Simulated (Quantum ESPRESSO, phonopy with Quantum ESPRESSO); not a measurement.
# Grüneisen parameters and expansion of KF (Fm-3m)

Aim: how the vibrations of KF shift with volume, and the expansion that follows.

Measurements to reproduce:
- volume expansion coefficient 104.4 1e-6/K and heat capacity C_P per formula unit 49 J/mol/K near room temperature (given in “High-Throughput Prediction of Finite-Temperature Properties using the Quasi-Harmonic Approximation”, 2016, arXiv:1603.06924)
- volume expansion coefficient 95.1 1e-6/K near room temperature (given in “Descriptors for thermal expansion in solids”, 2017, arXiv:1701.03966)

Calculated with Quantum ESPRESSO 7.5; DFT PBE+D3(BJ), scalar-relativistic, plane waves, GBRV ultrasoft pseudopotentials.

This is a report of a sequence of runs, with most program output left out.

**1. Starting point**

It takes space group Fm-3m (No. 225, cubic). The conventional cell has a = 5.344 Å, b = 5.344 Å, c = 5.344 Å, α = 90.00°, β = 90.00°, γ = 90.00°. Nearest to K lie 6 F at 2.67 Å. F has 6 K at 2.67 Å nearest. Farther neighbours and most contacts between anions are not listed.

**2. Probe on a coarse mesh**

A cheap single point shows whether the cell is a metal or an insulator and how far it is from rest; that sets the k-mesh and the occupations of what follows.

The input, probe.in:

```
 &control
    calculation='scf',
    prefix='x',
    outdir='./tmp',
    pseudo_dir='./pseudo',
    tprnfor=.true.,
    tstress=.true.,
    verbosity='high',
 /
 &system
    ibrav=0,
    nat=2,
    ntyp=2,
    ecutwfc=45.0,
    ecutrho=270.0,
    occupations='smearing',
    smearing='gaussian',
    degauss=0.01,
    vdw_corr='grimme-d3',
    dftd3_version=4,
    dftd3_threebody=.false.,
 /
 &electrons
    conv_thr=1.0d-07,
    mixing_beta=0.7,
    electron_maxstep=100,
 /
ATOMIC_SPECIES
 K      39.0983  K.upf
 F      18.9984  F.upf
CELL_PARAMETERS angstrom
     0.000000000    2.671850000    2.671850000
     2.671850000    0.000000000    2.671850000
     2.671850000    2.671850000    0.000000000
ATOMIC_POSITIONS crystal
 K      0.000000000   0.000000000   0.000000000
 F      0.500000000   0.500000000   0.500000000
K_POINTS automatic
 6 6 6 0 0 0
```

On the command line:

```console
$ OMP_NUM_THREADS=1 mpirun -n 4 pw.x -nk 4 -in probe.in > probe.out
```

It took 2.8 s on 4 MPI ranks of Intel Xeon Platinum 8375C at 2.90GHz (Ice Lake), shared host; 10 s of CPU time.

Numbers from this step:

| Quantity | Value |
| --- | --- |
| volume per atom | 19.07 Å³ |
| pressure | -0.227 GPa |
| gap on the k-mesh | 6.174 eV |

The start is under -0.23 GPa at this level and looks like an insulator or semiconductor on this mesh.

**3. Relaxation**

Phonons are second derivatives about a minimum, so cell and atoms are relaxed first, inside the symmetry of the start.

The input, relax.in:

```
 &control
    calculation='vc-relax',
    prefix='x',
    outdir='./tmp',
    pseudo_dir='./pseudo',
    tprnfor=.true.,
    tstress=.true.,
    forc_conv_thr=2.0d-05,
    etot_conv_thr=1.0d-07,
    nstep=40,
 /
 &system
    ibrav=0,
    nat=2,
    ntyp=2,
    ecutwfc=45.0,
    ecutrho=270.0,
    occupations='fixed',
    nbnd=10,
    vdw_corr='grimme-d3',
    dftd3_version=4,
    dftd3_threebody=.false.,
 /
 &electrons
    conv_thr=1.0d-11,
    mixing_beta=0.7,
    electron_maxstep=100,
 /
 &ions
 /
 &cell
    press_conv_thr=0.1,
 /
ATOMIC_SPECIES
 K      39.0983  K.upf
 F      18.9984  F.upf
CELL_PARAMETERS angstrom
     0.000000000    2.671850000    2.671850000
     2.671850000    0.000000000    2.671850000
     2.671850000    2.671850000    0.000000000
ATOMIC_POSITIONS crystal
 K      0.000000000   0.000000000   0.000000000
 F      0.500000000   0.500000000   0.500000000
K_POINTS automatic
 8 8 8 0 0 0
```

On the command line:

```console
$ OMP_NUM_THREADS=1 mpirun -n 4 pw.x -nk 4 -in relax.in > relax.out
```

Wall time 14 s (4 MPI ranks).

The steps of the relaxation:

```csv
step,energy less that of the first step (eV),largest force (eV/Å),volume (Å³)
1,0.0000,0.0000,38.15
2,-0.0001,0.0000,38.10
3,-0.0001,0.0000,38.03
4,-0.0002,0.0000,37.93
5,-0.0002,0.0000,37.90
6,-0.0002,0.0000,37.90
7,0.0002,0.0000,37.90
```

```csv
"conventional cell, symmetrised",before,after,change
a (Å),5.344,5.332,-0.2 %
b (Å),5.344,5.332,-0.2 %
c (Å),5.344,5.332,-0.2 %
volume (Å³/atom),19.07,18.95,-0.6 %
```

Final coordinates:

```cif
data_structure
_symmetry_space_group_name_H-M 'P 1'
_symmetry_Int_Tables_number 1
_cell_length_a 3.7704
_cell_length_b 3.7704
_cell_length_c 3.7704
_cell_angle_alpha 60.000
_cell_angle_beta 60.000
_cell_angle_gamma 60.000
_cell_volume 37.90
loop_
_atom_site_label
_atom_site_type_symbol
_atom_site_fract_x
_atom_site_fract_y
_atom_site_fract_z
_atom_site_occupancy
K1 K 0.00000 0.00000 0.00000 1
F2 F 0.50000 0.50000 0.50000 1
```

This step gave:

| Quantity | Value |
| --- | --- |
| volume per atom | 18.95 Å³ |
| pressure | -0.019 GPa |
| gap on the k-mesh | 6.210 eV |

After the last step pw.x solved the final cell once more on a basis chosen for it, which moves the energy without moving the atoms.

**4. Self-consistent run**

A tight ground state at this cell gives the energy of this member; its pressure is the stress at this cutoff, which can carry an offset from the finite basis.

The input, scf.in:

```
 &control
    calculation='scf',
    prefix='x',
    outdir='./tmp',
    pseudo_dir='./pseudo',
    tprnfor=.true.,
    tstress=.true.,
 /
 &system
    ibrav=0,
    nat=2,
    ntyp=2,
    ecutwfc=45.0,
    ecutrho=270.0,
    occupations='fixed',
    nbnd=10,
    vdw_corr='grimme-d3',
    dftd3_version=4,
    dftd3_threebody=.false.,
 /
 &electrons
    conv_thr=1.0d-12,
    mixing_beta=0.7,
    electron_maxstep=100,
 /
ATOMIC_SPECIES
 K      39.0983  K.upf
 F      18.9984  F.upf
CELL_PARAMETERS angstrom
     0.000000000    2.666103847    2.666103847
     2.666103847    0.000000000    2.666103847
     2.666103847    2.666103847    0.000000000
ATOMIC_POSITIONS crystal
 K      0.000000000   0.000000000   0.000000000
 F      0.500000000   0.500000000   0.500000000
K_POINTS automatic
 8 8 8 0 0 0
```

On the command line:

```console
$ OMP_NUM_THREADS=1 mpirun -n 4 pw.x -nk 4 -in scf.in > scf.out
```

It took 3.9 s on 4 MPI ranks; 15 s of CPU time.

On a basis chosen for the relaxed cell the pressure is -0.019 GPa, small enough for phonons.

**5. Ph1.000 field d3hess**

The input, d3hess.in:

```
 &input
    prefix='x',
    outdir='./tmp',
    step=0.001,
 /
```

On the command line:

```console
$ d3hess.x -in d3hess.in > d3hess.out
```

Run time: 2 s. Hardware: 1 thread.

**6. Born charges and dielectric tensor**

In a polar crystal the Born charges and ε∞ give the long-range dipole term that a finite supercell misses. They are those of this k-mesh and were not tested on a denser one; where the gap is small they converge slowly, and the LO modes with them.

The input, ph.in:

```
phonons
 &inputph
    prefix='x',
    outdir='./tmp',
    fildyn='x.dyn',
    tr2_ph=1.0d-18,
    epsil=.true.,
 /
0.000000000 0.000000000 0.000000000
```

scf.in is that of step 4.

On the command line:

```console
$ OMP_NUM_THREADS=1 mpirun -n 4 ph.x -nk 4 -in ph.in > ph.out
```

Run time: 31 s. Hardware: 4 MPI ranks; 2.1 min of CPU time.

Numbers from this step:

| Item | Value |
| --- | --- |
| Γ frequencies | -3.43, -3.43, -3.43, 186.8, 186.8, 186.8 cm⁻¹ (negative: imaginary) |
| Γ symmetry | T_1u G_15 G_4- I, T_1u G_15 G_4- I, T_1u G_15 G_4- I, T_1u G_15 G_4- I, T_1u G_15 G_4- I, T_1u G_15 G_4- I |

ε∞:

```
1.98 0.00 0.00
0.00 1.98 0.00
0.00 0.00 1.98
```

Born charge (rows field, columns displacement), before the sum rule (e), principal values of the symmetric part by kind of site:

```csv
atom,atoms with these values,low,middle,high,mean
K1,1,1.13,1.13,1.13,1.13
F2,1,-1.14,-1.14,-1.14,-1.14
```

In full for F2:

```
-1.14  0.00  0.00
 0.00 -1.14  0.00
 0.00  0.00 -1.14
```

The Born charges sum to zero within 0.0052 e; the rest is removed before use. Acoustic frequencies in this log differ from zero by the error of the sum rule, which ph.x does not impose.

**7. Forces on a displaced cell**

One atom (for the harmonic constants) or a pair of atoms (for the cubic ones) is moved by a few hundredths of an ångström; the forces on all atoms give a column of force constants. The threshold is tight because the forces are small.

System of this step: KF. The structure is orthorhombic, space group Imm2 (No. 44). Conventional cell: a = 7.541 Å, b = 10.664 Å, c = 7.541 Å, α = 90.00°, β = 90.00°, γ = 90.00°. K has 6 F at 2.67 Å nearest. Nearest to K lie 6 F at 2.67 Å. K has 6 F at 2.67 to 2.68 Å nearest. Nearest to K lie 6 F at 2.65 to 2.67 Å. F has 6 K at 2.65 to 2.68 Å nearest. F has 6 K at 2.67 Å nearest. Farther neighbours and most contacts between anions are not listed.

The input, disp-00002.in:

```
 &control
    calculation='scf',
    prefix='x',
    outdir='./tmp',
    pseudo_dir='./pseudo',
    tprnfor=.true.,
    disk_io='none',
 /
 &system
    ibrav=0,
    nat=16,
    ntyp=2,
    ecutwfc=45.0,
    ecutrho=270.0,
    occupations='fixed',
    nbnd=66,
    vdw_corr='grimme-d3',
    dftd3_version=4,
    dftd3_threebody=.false.,
 /
 &electrons
    conv_thr=1.0d-11,
    mixing_beta=0.7,
    electron_maxstep=100,
 /
ATOMIC_SPECIES
 K      39.0983  K.upf
 F      18.9984  F.upf
CELL_PARAMETERS angstrom
     0.000000000    5.332207694    5.332207694
     5.332207694    0.000000000    5.332207694
     5.332207694    5.332207694    0.000000000
ATOMIC_POSITIONS crystal
 K      0.000000000   0.000000000   0.000000000
 K      0.500000000   0.000000000   0.000000000
 K      0.000000000   0.500000000   0.000000000
 K      0.500000000   0.500000000   0.000000000
 K      0.000000000   0.000000000   0.500000000
 K      0.500000000   0.000000000   0.500000000
 K      0.000000000   0.500000000   0.500000000
 K      0.500000000   0.500000000   0.500000000
 F      0.252652210   0.250000000   0.250000000
 F      0.750000000   0.250000000   0.250000000
 F      0.250000000   0.750000000   0.250000000
 F      0.750000000   0.750000000   0.250000000
 F      0.250000000   0.250000000   0.750000000
 F      0.750000000   0.250000000   0.750000000
 F      0.250000000   0.750000000   0.750000000
 F      0.750000000   0.750000000   0.750000000
K_POINTS automatic
 3 3 3 0 0 0
```

On the command line:

```console
$ OMP_NUM_THREADS=1 mpirun -n 2 pw.x -nk 2 -in disp-00002.in > disp-00002.out
```

Wall time 1.8 min (2 MPI ranks); 3.6 min of CPU time.

At this level the gap is 6.21 eV on the k-mesh of the self-consistent run, which can miss the band edges.

**8. A displaced supercell**

disp-00001.in, as its differences from disp-00002.in of step 7:

```diff
@@ -33,3 +33,3 @@
 ATOMIC_POSITIONS crystal
- K      0.000000000   0.000000000   0.000000000
+ K      0.002652210   0.000000000   0.000000000
  K      0.500000000   0.000000000   0.000000000
@@ -41,3 +41,3 @@
  K      0.500000000   0.500000000   0.500000000
- F      0.252652210   0.250000000   0.250000000
+ F      0.250000000   0.250000000   0.250000000
  F      0.750000000   0.250000000   0.250000000
```

On the command line:

```console
$ OMP_NUM_THREADS=1 mpirun -n 2 pw.x -nk 2 -in disp-00001.in > disp-00001.out
```

Elapsed: 1.9 min, on 2 MPI ranks.

**9. Lattice dynamics at this volume, V/V0 1**

This step: DFT PBE+D3(BJ), scalar-relativistic, plane waves, GBRV ultrasoft pseudopotentials (phonopy with Quantum ESPRESSO 4.10.0 / 7.5).

Elapsed: 1.9 min, on 4 threads.

This step gave:

- point group: m-3m
- highest frequency: 317.4 cm⁻¹
- Debye temperature from the second moment: 321 K
- lowest frequency on the path: 0 cm⁻¹
- zero-point energy: 0.06106 eV/cell
- Γ frequencies: 0, 0, 0, 186.8, 186.8, 186.8 cm⁻¹ (negative: imaginary)

Phonopy, LO-TO term from ph.x's tensors. Phonon branches along the path, in cm⁻¹:

```csv
point,branch 1,branch 2,branch 3,branch 4,branch 5,branch 6
Γ,0,0,0,187,187,317
halfway,69,69,144,196,196,263
X,87,87,168,196,196,211
halfway,90,106,163,193,199,211
U,99,143,150,186,205,211
jump to K,99,143,150,186,205,211
halfway,84,100,140,168,201,278
Γ,0,0,0,187,187,317
halfway,79,79,123,181,181,298
L,116,116,172,172,198,260
halfway,114,125,173,179,196,234
W,133,133,136,183,207,207
halfway,103,112,158,191,200,210
X,87,87,168,196,196,211
```

Harmonic. Thermo, by row:

```csv
T (K),F_vib (meV/atom),S (J/mol-atom/K),C_V (J/mol-atom/K)
0,30.53,0,0
50,30.18,2.636,6.542
100,26.85,10.43,15.96
150,19.47,17.81,20.14
200,8.61,23.89,22.03
250,-5.11,28.93,23.01
300,-21.23,33.18,23.57
350,-39.4,36.84,23.92
400,-59.33,40.05,24.16
450,-80.84,42.91,24.32
500,-103.8,45.47,24.43
550,-127.9,47.81,24.52
600,-153.3,49.94,24.59
650,-179.7,51.91,24.64
700,-207.1,53.74,24.68
750,-235.3,55.44,24.71
800,-264.5,57.04,24.74
850,-294.4,58.54,24.76
900,-325.1,59.96,24.78
950,-356.6,61.3,24.8
1000,-388.7,62.57,24.81
```

The modes has structure finer than the step of the table below, so its rows give means over 20 cm⁻¹, whole bins alone (the curve runs from -10 to 336 cm⁻¹). Peaks (cm⁻¹: height): F 101.0: 0.00801, 196.7: 0.0464; K 114.0: 0.0494, 159.7: 0.0265, 194.5: 0.0232.

Phonopy on the run's constants, 19x19x19 mesh, Gaussian sigma 2.5 cm⁻¹. Modes against wavenumber; means over each step; values in 1/cm⁻¹/cell:

```csv
wavenumber (cm⁻¹),F,K
0,6.7e-6,1.4e-5
20,1.6e-4,3.3e-4
40,6.7e-4,0.00150
60,0.00161,0.00397
80,0.00435,0.0120
100,0.00734,0.0279
120,0.00472,0.0332
140,0.00254,0.0113
160,0.0133,0.0209
180,0.0370,0.0169
200,0.0369,0.0153
220,0.0149,0.00146
240,0.0103,0.00102
260,0.00839,0.00152
280,0.00470,0.00154
300,0.00261,0.00110
320,4.1e-4,1.9e-4
```

No LO-TO term. Modes at Γ, with each element's share of the kinetic energy:

```csv
mode,frequency (cm⁻¹),symmetry,K %,F %
1,0.0,T1u,67,33
2,0.0,T1u,67,33
3,0.0,T1u,67,33
4,186.9,T1u,33,67
5,186.9,T1u,33,67
6,186.9,T1u,33,67
```

Displacements in mode 6 (186.9 cm⁻¹), the largest set to 1:
```
K1  -0.12 -0.09 -0.49
F2   0.24  0.18  1.00
```

No mode is imaginary beyond numerical noise along the path.

The time given is that of the 2 pw.x runs on displaced cells behind this step.

**10. Ground state at this cell, V/V0 1.015**

This step: DFT PBE+D3(BJ), scalar-relativistic, plane waves, GBRV ultrasoft pseudopotentials (Quantum ESPRESSO 7.5).

System of this step: KF. It takes space group Fm-3m (No. 225, cubic). Conventional cell: a = 5.359 Å, b = 5.359 Å, c = 5.359 Å, α = 90.00°, β = 90.00°, γ = 90.00°. K has 6 F at 2.68 Å nearest. Nearest to F lie 6 K at 2.68 Å. Farther neighbours and most contacts between anions are not listed.

scf.in, as its differences from that of step 6:

```diff
@@ -29,5 +29,5 @@
 CELL_PARAMETERS angstrom
-     0.000000000    2.666103847    2.666103847
-     2.666103847    0.000000000    2.666103847
-     2.666103847    2.666103847    0.000000000
+     0.000000000    2.679368264    2.679368264
+     2.679368264    0.000000000    2.679368264
+     2.679368264    2.679368264    0.000000000
 ATOMIC_POSITIONS crystal
```

On the command line:

```console
$ OMP_NUM_THREADS=1 mpirun -n 4 pw.x -nk 4 -in scf.in > scf.out
```

The job ended after 4.4 s (4 MPI ranks).

At this level the gap is 6.13 eV on the k-mesh of the self-consistent run, which can miss the band edges.

**11. Ph1.015 field d3hess**

d3hess.in is that of step 5.

On the command line:

```console
$ d3hess.x -in d3hess.in > d3hess.out
```

Wall time 2 s (1 thread).

**12. Zone-centre response**

ph.in is that of step 6.

scf.in is that of step 10.

On the command line:

```console
$ OMP_NUM_THREADS=1 mpirun -n 4 ph.x -nk 4 -in ph.in > ph.out
```

Wall time 31 s (4 MPI ranks); 2 min of CPU time.

The Born charges sum to zero within 0.0052 e; the rest is removed before use. Acoustic frequencies in this log differ from zero by the error of the sum rule, which ph.x does not impose.

**13. A displaced supercell**

System of this step: KF. It takes space group Imm2 (No. 44, orthorhombic). Conventional cell: a = 7.578 Å, b = 10.717 Å, c = 7.578 Å, α = 90.00°, β = 90.00°, γ = 90.00°. Nearest to K lie 6 F at 2.67 to 2.69 Å. Nearest to K lie 6 F at 2.68 Å. K has 6 F at 2.68 Å nearest. Nearest to F lie 6 K at 2.68 Å. Farther neighbours and most contacts between anions are not listed.

disp-00001.in, as its differences from that of step 8:

```diff
@@ -29,7 +29,7 @@
 CELL_PARAMETERS angstrom
-     0.000000000    5.332207694    5.332207694
-     5.332207694    0.000000000    5.332207694
-     5.332207694    5.332207694    0.000000000
+     0.000000000    5.358736527    5.358736527
+     5.358736527    0.000000000    5.358736527
+     5.358736527    5.358736527    0.000000000
 ATOMIC_POSITIONS crystal
- K      0.002652210   0.000000000   0.000000000
+ K      0.002639080   0.000000000   0.000000000
  K      0.500000000   0.000000000   0.000000000
```

On the command line:

```console
$ OMP_NUM_THREADS=1 mpirun -n 2 pw.x -nk 2 -in disp-00001.in > disp-00001.out
```

It took 2.1 min on 2 MPI ranks.

**14. Phonons, V/V0 1.015**

This step: DFT PBE+D3(BJ), scalar-relativistic, plane waves, GBRV ultrasoft pseudopotentials (phonopy with Quantum ESPRESSO 4.10.0 / 7.5).

The job ended after 2.1 min (4 threads; 8.2 min of CPU time).

No mode is imaginary beyond numerical noise along the path. The highest zone-centre mode (no LO–TO term) moved by -3.6 % for a volume change of +1.5 %.

The time given is that of the 2 pw.x runs on displaced cells behind this step.

**15. Self-consistent run, V/V0 0.985**

This step: DFT PBE+D3(BJ), scalar-relativistic, plane waves, GBRV ultrasoft pseudopotentials (Quantum ESPRESSO 7.5).

System of this step: KF. Symmetry: Fm-3m, No. 225, cubic system. Conventional cell: a = 5.305 Å, b = 5.305 Å, c = 5.305 Å, α = 90.00°, β = 90.00°, γ = 90.00°. K has 6 F at 2.65 Å nearest. Nearest to F lie 6 K at 2.65 Å. Farther neighbours and most contacts between anions are not listed.

scf.in, as its differences from that of step 12:

```diff
@@ -29,5 +29,5 @@
 CELL_PARAMETERS angstrom
-     0.000000000    2.679368264    2.679368264
-     2.679368264    0.000000000    2.679368264
-     2.679368264    2.679368264    0.000000000
+     0.000000000    2.652706114    2.652706114
+     2.652706114    0.000000000    2.652706114
+     2.652706114    2.652706114    0.000000000
 ATOMIC_POSITIONS crystal
```

On the command line:

```console
$ OMP_NUM_THREADS=1 mpirun -n 4 pw.x -nk 4 -in scf.in > scf.out
```

Wall time 4.1 s (4 MPI ranks); 16 s of CPU time.

The run ends at a pressure of 0.51 GPa.

**16. Ph0.985 field d3hess**

d3hess.in is that of step 11.

On the command line:

```console
$ d3hess.x -in d3hess.in > d3hess.out
```

The job ended after 2 s (1 thread).

**17. Zone-centre response**

ph.in is that of step 12.

scf.in is that of step 15.

On the command line:

```console
$ OMP_NUM_THREADS=1 mpirun -n 4 ph.x -nk 4 -in ph.in > ph.out
```

It took 31 s on 4 MPI ranks; 2 min of CPU time.

ε∞:

```
1.99 0.00 0.00
0.00 1.99 0.00
0.00 0.00 1.99
```

The Born charges sum to zero within 0.0052 e; the rest is removed before use. Acoustic frequencies in this log differ from zero by the error of the sum rule, which ph.x does not impose.

**18. Forces on a displaced cell**

System of this step: KF. Symmetry: Imm2, No. 44, orthorhombic system. The conventional cell has a = 7.503 Å, b = 10.611 Å, c = 7.503 Å, α = 90.00°, β = 90.00°, γ = 90.00°. Nearest to K lie 6 F at 2.64 to 2.67 Å. Nearest to K lie 6 F at 2.65 Å. K has 6 F at 2.65 Å nearest. Nearest to F lie 6 K at 2.65 Å. Farther neighbours and most contacts between anions are not listed.

disp-00001.in, as its differences from that of step 13:

```diff
@@ -29,7 +29,7 @@
 CELL_PARAMETERS angstrom
-     0.000000000    5.358736527    5.358736527
-     5.358736527    0.000000000    5.358736527
-     5.358736527    5.358736527    0.000000000
+     0.000000000    5.305412228    5.305412228
+     5.305412228    0.000000000    5.305412228
+     5.305412228    5.305412228    0.000000000
 ATOMIC_POSITIONS crystal
- K      0.002639080   0.000000000   0.000000000
+ K      0.002665605   0.000000000   0.000000000
  K      0.500000000   0.000000000   0.000000000
```

On the command line:

```console
$ OMP_NUM_THREADS=1 mpirun -n 2 pw.x -nk 2 -in disp-00001.in > disp-00001.out
```

It took 1.9 min on 2 MPI ranks.

**19. Phonons, V/V0 0.985**

This step: DFT PBE+D3(BJ), scalar-relativistic, plane waves, GBRV ultrasoft pseudopotentials (phonopy with Quantum ESPRESSO 4.10.0 / 7.5).

It took 2 min on 4 threads.

No mode is imaginary beyond numerical noise along the path. The highest zone-centre mode (no LO–TO term) moved by +3.7 % for a volume change of -1.5 %.

The time given is that of the 2 pw.x runs on displaced cells behind this step.

(Continued in part 2 of 2.)

[Logs are printed without paths, hosts, clocks, repeated set-up lines and the standing remarks that a program may print on its own settings, such as how far it seeks lower states.]

[Hosts, paths, dates, database ids (printed as entryN), source tags and the programs' standing remarks are cut or masked in the printed files.]

[A step with changed settings may run another functional than the one named; its input shows which.]

[Of the runs on displaced cells, only some may be shown.]
